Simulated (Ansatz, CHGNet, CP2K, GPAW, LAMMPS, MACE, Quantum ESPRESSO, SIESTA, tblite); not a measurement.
## Glassy 63GeO2-37Al2O3 (mol %) (112 atoms): runs against a plane-wave reference

Density of this cell: 3.52 g/cm³. The cell holds 112 atoms: 19 Ge, 22 Al and 71 O. Its edges and angles: a = 11.365 Å, b = 11.365 Å, c = 11.365 Å, α = 90.0°, β = 90.0°, γ = 90.0°. 112 atoms (19 Ge, 22 Al, 71 O) placed at random at 3.4 g/cm³, melted at 4000 K for 10 ps at fixed volume with the Morse and Coulomb pair potential with partial charges (Pedone, Malavasi, Menziani, Cormack and Segre, J. Phys. Chem. B 110, 11780 (2006)). Quenched from 4000 K to 300 K at 20 K/ps and fixed volume, held 10 ps at zero pressure.

Geometry: as built.

The reference, a calculation:

```
method                                           : Kohn-Sham DFT, PBE, SSSP efficiency 1.3.0 pseudopotentials, plane waves (Quantum ESPRESSO 7.5); sssp-pbe-1.3.0-efficiency, cutoffs 60/480 Ry, Γ point
r.m.s. force component                           : 1.209 eV/Å
longest force                                    : 5.757 eV/Å
pressure                                         : 10.83 GPa
gap (highest filled to lowest empty level) : 2.632 eV
time                                             : 5.2 min on 4 MPI ranks of Arm Neoverse V2, shared host
CPU time                                         : 21 min
```

**Question.** The same geometry is run in other programs. How far does each lie from the reference, and what does it cost?
- tblite IPEA1-xTB (tblite 0.8.0; 1 thread)
- MACE MPA-0 medium potential (MACE MPA-0 medium; 1 thread)
- CP2K PBE, DZVP-MOLOPT-SR, 600/50 Ry, SIGN filter 1e-04, SCF 1e-05 (CP2K 2026.2; 4 MPI ranks)
- SIESTA PBE, SZ, shift 0.01 Ry, mesh 500 Ry (SIESTA 5.4.2; 1 thread)
- GPAW PBE, LCAO szp(dzp), h 0.18 Å (GPAW 26.7.0; 1 thread)
- CP2K PBE, DZVP-MOLOPT-SR, 600/50 Ry, SIGN filter 1e-07, SCF 1e-07 (CP2K 2026.2; 4 MPI ranks)
- CP2K PBE, SZV-MOLOPT-SR, 600/50 Ry, OT CG (CP2K 2026.2; 2 threads)
- SIESTA PBE, SZ, shift 0.02 Ry, mesh 500 Ry, orbital minimisation (SIESTA 5.4.2; 2 MPI ranks)
- CHGNet 0.3.0 potential (CHGNet 0.3.0; 1 thread)
- tblite GFN2-xTB (tblite 0.8.0; 1 thread)

Differences are against the plane-wave reference, forces as r.m.s. over components; share is that over the reference's r.m.s. force, slope the least-squares factor from reference forces to these. Total energies of different programs have different zeros and aren't compared.

| run | Δ force, r.m.s. (meV/Å) | share (%) | slope | Δ pressure (GPa) | Δ gap (eV) | cores | CPU time | memory (GiB) |
| --- | --- | --- | --- | --- | --- | --- | --- | --- |
| reference | - | - | - | - | - | 4 | 21 min | 5.1 |
| tblite IPEA1-xTB | 529 | 43.7 | 0.756 | -0.0279 | - | 1 | 9.2 s | 0.16 |
| MACE MPA-0 medium potential | 90.4 | 7.48 | 0.958 | 0.156 | - | 1 | 7.8 s | 1.2 |
| CP2K PBE, DZVP-MOLOPT-SR, 600/50 Ry, SIGN filter 1e-04, SCF 1e-05 (coarse) | 139 | 11.5 | 0.992 | -0.0753 | - | 4 | 9 min | 3.7 |
| SIESTA PBE, SZ, shift 0.01 Ry, mesh 500 Ry (coarse) | 543 | 44.9 | 1.267 | 11.9 | -0.646 | 1 | 2.4 min | 1.3 |
| GPAW PBE, LCAO szp(dzp), h 0.18 Å (coarse) | 561 | 46.4 | 1.282 | - | -0.122 | 1 | 2.7 min | 2.0 |
| CP2K PBE, DZVP-MOLOPT-SR, 600/50 Ry, SIGN filter 1e-07, SCF 1e-07 | 109 | 8.98 | 0.986 | -0.0846 | - | 4 | 12 min | 3.7 |
| CP2K PBE, SZV-MOLOPT-SR, 600/50 Ry, OT CG (coarse) | 366 | 30.3 | 1.155 | 12.0 | -0.401 | 2 | 8.1 min | 2.2 |
| SIESTA PBE, SZ, shift 0.02 Ry, mesh 500 Ry, orbital minimisation (coarse) | 456 | 37.7 | 1.213 | 3.34 | - | 2 | 4.9 min | 1.4 |
| CHGNet 0.3.0 potential | 167 | 13.8 | 0.930 | -0.707 | - | 1 | 3.6 s | 1.5 |
| tblite GFN2-xTB | 671 | 55.5 | 0.519 | -8.34 | - | 1 | 10 s | 0.15 |

Rows marked coarse were listed beforehand as settings not expected to be converged; some can still land near the reference.

Times of the machine-learned potentials are mostly Python's start and the loading of weights.

CPU time is summed over cores on a shared host, where runs went side by side, so it is rough. Symmetry, cutoffs, thresholds, outputs and thread counts weren't matched or tuned between programs; memory under MPI is the largest rank's times the ranks.

The PBE run in local orbitals, coarse settings apart, differs by 9.0 % (CP2K PBE, DZVP-MOLOPT-SR, 600/50 Ry, SIGN filter 1e-07, SCF 1e-07); basis, grid and potentials can all enter. Tight binding differs by 44 % (tblite IPEA1-xTB) to 55 % (tblite GFN2-xTB); it is another model, with fitted parameters of its own, and the xTB methods hold dispersion. Machine-learned potentials differ by 7.5 % (MACE MPA-0 medium potential) to 14 % (CHGNet 0.3.0 potential); they were trained on other programs' data. IPEA1-xTB was fitted to ionisation energies and electron affinities, not to forces or charges. Periodic xTB results under one method name differ between programs and library versions. Machine-learned potentials mimic data converged in k, so the reference's own k-point error enters their differences. The network of bonds at the start is that of the classical potential that made the cell, and needn't be the one that DFT or experiment would give. The electronic-structure runs sample only Γ, in a cell whose shortest periodic width is 11 Å.

[Logs are printed without paths, hosts, clocks, repeated set-up lines and the standing remarks that a program may print on its own settings, such as how far it seeks lower states.]

[Hosts, paths, dates, database ids (printed as entryN), source tags and the programs' standing remarks are cut or masked in the printed files.]
